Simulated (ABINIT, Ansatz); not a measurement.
# HfCdS3 (Pm-3m): zone-centre phonons, part 2 of 5

Aim: the zone-centre modes of HfCdS3 (Pm-3m).

ABINIT 10.8.3; DFT PBE, scalar-relativistic, plane waves, SPMS norm-conserving pseudopotentials.

So far. Step 2 (Relaxing the cell and atoms): Little changed from the start: no atom moved by 0.005 Å and no cell edge by 0.1 %. Step 3 (Self-consistent run for the response): The cell stands at -0.0036 GPa, close enough for phonons. The relaxed cell has a = 4.954 Å (conventional setting).

The structure was built from a prototype and need not be the compound's stable phase.

## Step 4: Linear response at Γ

At q = 0 one unit cell holds all displacements. The response is solved for single atoms along the cell's directions, and symmetry skips those that follow from others. The crystal is treated as a metal, which screens a static field, so no field response is asked.

Input file dfpt_gamma.abi:

```

# common to the responses
getwfk_filepath "gso_WFK"
kptopt 2
nqpt 1
qpt 0.0 0.0 0.0
asr 0
chneut 0

# displacements
rfphon 1
rfatpol 1 5
rfdir 1 1 1
tolvrs 1.0d-10
prtwf 0

# basis, mesh and filling
ecut 30.0
ngkpt 6 6 6
nshiftk 1
shiftk 0.0 0.0 0.0
istwfk *1
occopt 7
tsmear 0.01
nband 35
nstep 100
diemac 1000000.0
prtebands 0
prtgsr 0
useylm 1

# cell and atoms
acell 9.362022671 9.362022671 9.362022671
rprim 
    1.0 0.0 0.0
    0.0 1.0 0.0
    0.0 0.0 1.0
ntypat 3
znucl 48 72 16
natom 5
typat 1 2 3 3 3
xred 
    0.0 0.0 0.0
    0.5 0.5 0.5
    0.5 0.5 0.0
    0.5 0.0 0.5
    0.0 0.5 0.5
pp_dirpath "./pseudo"
pseudos "Cd.psp8, Hf.psp8, S.psp8"
```

The run is started by

```sh
> OMP_NUM_THREADS=1 mpirun -n 4 abinit dfpt_gamma.abi > dfpt_gamma.log
```

Numbers of over 12 decimals in the logs are rounded to 6 here.

dfpt_gamma.abo, the main output file:

```text
[banners, grids, parts of the stress and lines that vanish by symmetry left out]
- input  file    -> dfpt_gamma.abi
- output file    -> dfpt_gamma.abo
- root for input  files -> dfpt_gammai
- root for output files -> dfpt_gammao

 Symmetries : space group Pm -3 m (#221); Bravais cP (primitive cubic)
================================================================================
 Values of the parameters that define the memory need of the present run (RF).
     intxc =       0      iscf =       7    lmnmax =      32     lnmax =       8
     mgfft =      48  mpssoang =       4    mqgrid =    3001     natom =       5
  nloc_mem =       1    nspden =       1   nspinor =       1    nsppol =       1
      nsym =      48    n1xccc =    2501    ntypat =       3    occopt =       7
   xclevel =       2
-    mband =          35        mffmem =           1         mkmem =          28
-   mkqmem =          28        mk1mem =          28           mpw =        6488
      nfft =      110592          nkpt =         112
- my_mband =          35
================================================================================
================================================================================

--------------------------------------------------------------------------------
------------- Echo of variables that govern the present computation ------------
--------------------------------------------------------------------------------
-
- outvars: echo of selected default values
-   iomode0 =  0 , fftalg0 =312 , wfoptalg0 =  0
-
- outvars: echo of global parameters not present in the input file
-  max_nthreads =    1
-
 -outvars: echo values of preprocessed input variables
 [... echo left out ...]
================================================================================

 chkinp: Checking input parameters for consistency.

[...]
== DATASET  1 ==================================================================
-   mpi_nproc: 4, omp_nthreads: 1 (-1 if OMP is not activated)

--- !DatasetInfo
iteration_state: {dtset: 1, }
dimensions: {natom: 5, nkpt: 112, mband: 35, nsppol: 1, nspinor: 1, nspden: 1, mpw: 6488, }
cutoff_energies: {ecut:  30.0, pawecutdg:  -1.0, }
electrons: {nelect:   5.00000000E+01, charge:   0.00000000E+00, occopt:   7.00000000E+00, tsmear:   1.00000000E-02, }
meta: {optdriver: 1, rfphon: 1, }
...

 mkfilename: getwfk from: gso_WFK

 Exchange-correlation functional for the present dataset will be:
  GGA: Perdew-Burke-Ernzerhof functional - ixc=11
 Citation for XC functional:
  J.P.Perdew, K.Burke, M.Ernzerhof, PRL 77, 3865 (1996)

 Real(R)+Recip(G) space primitive vectors, cartesian coordinates (Bohr,Bohr^-1):
 R(1)=  9.3620227  0.0000000  0.0000000  G(1)=  0.1068145  0.0000000  0.0000000
 R(2)=  0.0000000  9.3620227  0.0000000  G(2)=  0.0000000  0.1068145  0.0000000
 R(3)=  0.0000000  0.0000000  9.3620227  G(3)=  0.0000000  0.0000000  0.1068145
 Unit cell volume ucvol=  8.2055759E+02 bohr^3
 Angles (23,13,12)=  9.00000000E+01  9.00000000E+01  9.00000000E+01 degrees
 setup1 : take into account q-point for computing boxcut.

 getcut: wavevector=  0.0000  0.0000  0.0000  ngfft=  48  48  48
         ecut(hartree)=     30.000   => boxcut(ratio)=   2.07944

--- Pseudopotential description ------------------------------------------------
- pspini: atom type   1  psp file is ./pseudo/Cd.psp8

- pspini: atom type   2  psp file is ./pseudo/Hf.psp8

- pspini: atom type   3  psp file is ./pseudo/S.psp8

   5.01457171E+03                                ecore*ucvol(ha*bohr**3)
--------------------------------------------------------------------------------

 ==>  initialize data related to q vector <==

 The list of irreducible perturbations for this q vector is:
    1)    idir= 1    ipert=   1
    2)    idir= 1    ipert=   2
    3)    idir= 1    ipert=   3
    4)    idir= 3    ipert=   3

[...]
The perturbation idir=   2  ipert=   1 is
 symmetric of a previously calculated perturbation.
 So, its SCF calculation is not needed.

 The perturbation idir=   3  ipert=   1 is
 symmetric of a previously calculated perturbation.
 So, its SCF calculation is not needed.

 The perturbation idir=   2  ipert=   2 is
 symmetric of a previously calculated perturbation.
 So, its SCF calculation is not needed.

 The perturbation idir=   3  ipert=   2 is
 symmetric of a previously calculated perturbation.
 So, its SCF calculation is not needed.

[...]
The perturbation idir=   2  ipert=   5 is
 symmetric of a previously calculated perturbation.
 So, its SCF calculation is not needed.

 The perturbation idir=   3  ipert=   5 is
 symmetric of a previously calculated perturbation.
 So, its SCF calculation is not needed.

--------------------------------------------------------------------------------
 Perturbation wavevector (in red.coord.)   0.000000  0.000000  0.000000
 Perturbation : displacement of atom   1   along direction   1
 Found     8 symmetries that leave the perturbation invariant.

[...]
dfpt_looppert : total number of electrons, from k and k+q
  fully or partially occupied states are    5.000000E+01 and    5.000000E+01.
 Initialisation of the first-order wave-functions :
  ireadwf=   0

--- !BeginCycle
iteration_state: {dtset: 1, }
solver: {iscf: 7, nstep: 100, nline: 4, wfoptalg: 0, }
tolerances: {tolvrs: 1.00E-10, }
...

     iter   2DEtotal(Ha)        deltaE(Ha) residm    vres2
-ETOT  1   3.404642     -1.479E+04 1.936E+01 8.080E+02
 ETOT  2  -1.357811     -4.762E+00 8.178E-02 1.597E+02
 ETOT  3  -1.419376     -6.157E-02 4.176E-03 6.462E+00
 ETOT  4  -1.420916     -1.539E-03 1.948E-03 2.912E-01
 ETOT  5  -1.420975     -5.963E-05 2.282E-04 1.773E-02
[...]
At SCF step   13       vres2   =  9.92E-12 < tolvrs=  1.00E-10 =>converged.
[...]
Mean square residual over all n,k,spin=   27.969E-12; max=  36.917E-09

 Thirteen components of 2nd-order total energy (hartree) are
 1,2,3: 0th-order hamiltonian combined with 1st-order wavefunctions
     kin0=   1.39945077E+04 eigvalue=   1.19954879E+03  local=  -6.93916175E+03
 4,5,6: 1st-order hamiltonian combined with 1st and 0th-order wfs
 loc psp =  -2.05230253E+04  Hartree=   6.84114884E+03     xc=  -8.77279474E+02
 note that "loc psp" includes a xc core correction that could be resolved
 7,8,9: eventually, occupation + non-local contributions
    edocc=   1.33185292E+02     enl0=   4.42612932E+02   enl1=  -9.06609937E+03
 1-9 gives the relaxation energy (to be shifted if some occ is /=2.0)
   erelax=  -1.47945623E+04
 10,11,12 Non-relaxation  contributions : frozen-wavefunctions and Ewald
 fr.local=   1.00659846E+04 fr.nonlo=   4.53898834E+03  Ewald=   2.68454180E+02
 13,14 Frozen wf xc core corrections (1) and (2)
 frxc 1  =  -1.19907654E+03  frxc 2 =   1.11879075E+03
 Resulting in :
 2DEtotal=   -0.1420980256E+01 Ha. Also 2DEtotal=   -0.386668426020E+02 eV
    (2DErelax=   -1.4794562343E+04 Ha. 2DEnonrelax=    1.4793141362E+04 Ha)
    (  non-var. 2DEtotal :   -1.4209809668E+00 Ha)

[...]
Perturbation wavevector (in red.coord.)   0.000000  0.000000  0.000000
 Perturbation : displacement of atom   2   along direction   1
 Found     8 symmetries that leave the perturbation invariant.

[...]
dfpt_looppert : total number of electrons, from k and k+q
  fully or partially occupied states are    5.000000E+01 and    5.000000E+01.
 Initialisation of the first-order wave-functions :
  ireadwf=   0

--- !BeginCycle
iteration_state: {dtset: 1, }
solver: {iscf: 7, nstep: 100, nline: 4, wfoptalg: 0, }
tolerances: {tolvrs: 1.00E-10, }
...

     iter   2DEtotal(Ha)        deltaE(Ha) residm    vres2
-ETOT  1   6.906140     -2.704E+03 2.370E+01 9.565E+03
[...]
At SCF step   13       vres2   =  5.18E-11 < tolvrs=  1.00E-10 =>converged.
[...]
Mean square residual over all n,k,spin=   29.813E-14; max=  32.550E-11

 Thirteen components of 2nd-order total energy (hartree) are
 1,2,3: 0th-order hamiltonian combined with 1st-order wavefunctions
     kin0=   1.41942379E+03 eigvalue=   3.53680813E+02  local=  -7.12740508E+02
 4,5,6: 1st-order hamiltonian combined with 1st and 0th-order wfs
 loc psp =  -3.60673059E+03  Hartree=   1.23424593E+03     xc=  -1.87766715E+02
 note that "loc psp" includes a xc core correction that could be resolved
 7,8,9: eventually, occupation + non-local contributions
    edocc=   5.49509327E+02     enl0=   5.16904857E+01   enl1=  -1.80935567E+03
 1-9 gives the relaxation energy (to be shifted if some occ is /=2.0)
   erelax=  -2.70804313E+03
 10,11,12 Non-relaxation  contributions : frozen-wavefunctions and Ewald
 fr.local=   1.45707038E+03 fr.nonlo=   9.15149012E+02  Ewald=   2.04025177E+02
 13,14 Frozen wf xc core corrections (1) and (2)
 frxc 1  =  -3.36329991E+02  frxc 2 =   4.71314512E+02
 Resulting in :
 2DEtotal=    0.3185964288E+01 Ha. Also 2DEtotal=    0.866945048017E+02 eV
    (2DErelax=   -2.7080431291E+03 Ha. 2DEnonrelax=    2.7112290934E+03 Ha)
    (  non-var. 2DEtotal :    3.1859648689E+00 Ha)

[...]
Perturbation wavevector (in red.coord.)   0.000000  0.000000  0.000000
 Perturbation : displacement of atom   3   along direction   1
 Found     4 symmetries that leave the perturbation invariant.

[...]
dfpt_looppert : total number of electrons, from k and k+q
  fully or partially occupied states are    5.000000E+01 and    5.000000E+01.
 Initialisation of the first-order wave-functions :
  ireadwf=   0

--- !BeginCycle
iteration_state: {dtset: 1, }
solver: {iscf: 7, nstep: 100, nline: 4, wfoptalg: 0, }
tolerances: {tolvrs: 1.00E-10, }
...

     iter   2DEtotal(Ha)        deltaE(Ha) residm    vres2
-ETOT  1  3.64759548480791E-02 -5.611E+02 2.033E+00 1.563E+03
[...]
At SCF step   12       vres2   =  7.01E-11 < tolvrs=  1.00E-10 =>converged.
[...]
Mean square residual over all n,k,spin=   19.603E-12; max=  40.378E-09

 Thirteen components of 2nd-order total energy (hartree) are
 1,2,3: 0th-order hamiltonian combined with 1st-order wavefunctions
     kin0=   5.08650067E+02 eigvalue=  -6.14018634E+00  local=  -3.96325680E+02
 4,5,6: 1st-order hamiltonian combined with 1st and 0th-order wfs
 loc psp =  -4.16836189E+02  Hartree=   1.76380267E+02     xc=  -5.25018158E+01
 note that "loc psp" includes a xc core correction that could be resolved
 7,8,9: eventually, occupation + non-local contributions
    edocc=   2.38487557E+01     enl0=   3.07963875E+02   enl1=  -7.06914377E+02
 1-9 gives the relaxation energy (to be shifted if some occ is /=2.0)
   erelax=  -5.61875283E+02
 10,11,12 Non-relaxation  contributions : frozen-wavefunctions and Ewald
 fr.local=   1.82770962E+02 fr.nonlo=   3.53218500E+02  Ewald=   4.13299427E+01
 13,14 Frozen wf xc core corrections (1) and (2)
 frxc 1  =  -7.65862220E+01  frxc 2 =   6.04440228E+01
 Resulting in :
 2DEtotal=   -0.6980782073E+00 Ha. Also 2DEtotal=   -0.189956757292E+02 eV
    (2DErelax=   -5.6187528342E+02 Ha. 2DEnonrelax=    5.6117720521E+02 Ha)
    (  non-var. 2DEtotal :   -6.9807785676E-01 Ha)

[...]
Perturbation wavevector (in red.coord.)   0.000000  0.000000  0.000000
 Perturbation : displacement of atom   3   along direction   3
 Found     8 symmetries that leave the perturbation invariant.

--------------------------------------------------------------------------------

--------------------------------------------------------------------------------

 dfpt_looppert : total number of electrons, from k and k+q
  fully or partially occupied states are    5.000000E+01 and    5.000000E+01.
 Initialisation of the first-order wave-functions :
  ireadwf=   0

--- !BeginCycle
iteration_state: {dtset: 1, }
solver: {iscf: 7, nstep: 100, nline: 4, wfoptalg: 0, }
tolerances: {tolvrs: 1.00E-10, }
...

     iter   2DEtotal(Ha)        deltaE(Ha) residm    vres2
-ETOT  1   14.978678630925     -6.028E+02 2.245E+00 1.548E+04
[...]
ETOT 12   10.159571841342     -1.137E-13 1.520E-09 2.632E-10
 ETOT 13   10.159571841316     -2.569E-11 6.377E-10 2.599E-11

 At SCF step   13       vres2   =  2.60E-11 < tolvrs=  1.00E-10 =>converged.
[...]
Mean square residual over all n,k,spin=   73.247E-14; max=  63.775E-11

 Thirteen components of 2nd-order total energy (hartree) are
 1,2,3: 0th-order hamiltonian combined with 1st-order wavefunctions
     kin0=   5.11800980E+02 eigvalue=   3.82712978E-01  local=  -3.91570025E+02
 4,5,6: 1st-order hamiltonian combined with 1st and 0th-order wfs
 loc psp =  -4.10073181E+02  Hartree=   2.02781605E+02     xc=  -5.47323244E+01
 note that "loc psp" includes a xc core correction that could be resolved
 7,8,9: eventually, occupation + non-local contributions
    edocc=   4.63827270E+01     enl0=   2.92581109E+02   enl1=  -8.05180390E+02
 1-9 gives the relaxation energy (to be shifted if some occ is /=2.0)
   erelax=  -6.07626786E+02
 10,11,12 Non-relaxation  contributions : frozen-wavefunctions and Ewald
 fr.local=  -5.47069743E+01 fr.nonlo=   4.19325109E+02  Ewald=   2.71699633E+02
 13,14 Frozen wf xc core corrections (1) and (2)
 frxc 1  =  -7.56022105E+01  frxc 2 =   5.70708014E+01
 Resulting in :
 2DEtotal=    0.1015957184E+02 Ha. Also 2DEtotal=    0.276456033468E+03 eV
    (2DErelax=   -6.0762678631E+02 Ha. 2DEnonrelax=    6.1778635815E+02 Ha)
    (  non-var. 2DEtotal :    1.0159572635E+01 Ha)

[...]
---- first-order wavefunction calculations are completed ----

 ==> Compute Derivative Database <==

 [... matrices left out ...]
  Phonon wavevector (reduced coordinates) :  0.00000  0.00000  0.00000
 Phonon energies in Hartree :
  -5.623489E-04 -5.623489E-04 -5.623489E-04 -4.647735E-04 -4.647735E-04
  -4.647735E-04 -1.269702E-04 -1.269702E-04 -1.269702E-04 -3.592899E-05
  -3.592899E-05 -3.592899E-05  1.514195E-03  1.514195E-03  1.514195E-03
 Phonon frequencies in cm-1    :
- -1.234213E+02 -1.234213E+02 -1.234213E+02 -1.020060E+02 -1.020060E+02
- -1.020060E+02 -2.786674E+01 -2.786674E+01 -2.786674E+01 -7.885501E+00
- -7.885501E+00 -7.885501E+00  3.323275E+02  3.323275E+02  3.323275E+02

== END DATASET(S) ==============================================================
================================================================================

 -outvars: echo values of variables after computation
            acell      9.3620226710E+00  9.3620226710E+00  9.3620226710E+00 Bohr
           etotal      1.0159571841E+01
            fcart      0.0000000000E+00  0.0000000000E+00  0.0000000000E+00
           strten      0.0000000000E+00  0.0000000000E+00  0.0000000000E+00
================================================================================
```

Wall time 5.9 min (4 MPI ranks of Intel Xeon 6975P-C (Granite Rapids), shared host); 23 min of CPU time.

This step gave:

```yaml
largest_acoustic_frequency_at_the_zone_centre_before_the_sum_rule: -7.89 cm⁻¹
highest_optical_zone_centre_mode_no_lo_to_term: 332.3 cm⁻¹
lowest_optical_zone_centre_mode: -123.4 cm⁻¹
```

The acoustic modes at Γ come out as far as 7.9 cm⁻¹ from zero, where they should vanish, a small numerical error. The lowest optical mode is imaginary, 123i cm⁻¹, an instability at this level and on this k mesh.

[end of part 2 of 5]

[Host names and launcher messages were left out of these logs when they were recorded.]

[Logs are printed without paths, hosts, clocks, repeated set-up lines and the standing remarks that a program may print on its own settings, such as how far it seeks lower states.]

[Hosts, paths, dates, database ids (printed as entryN), source tags and the programs' standing remarks are cut or masked in the printed files.]
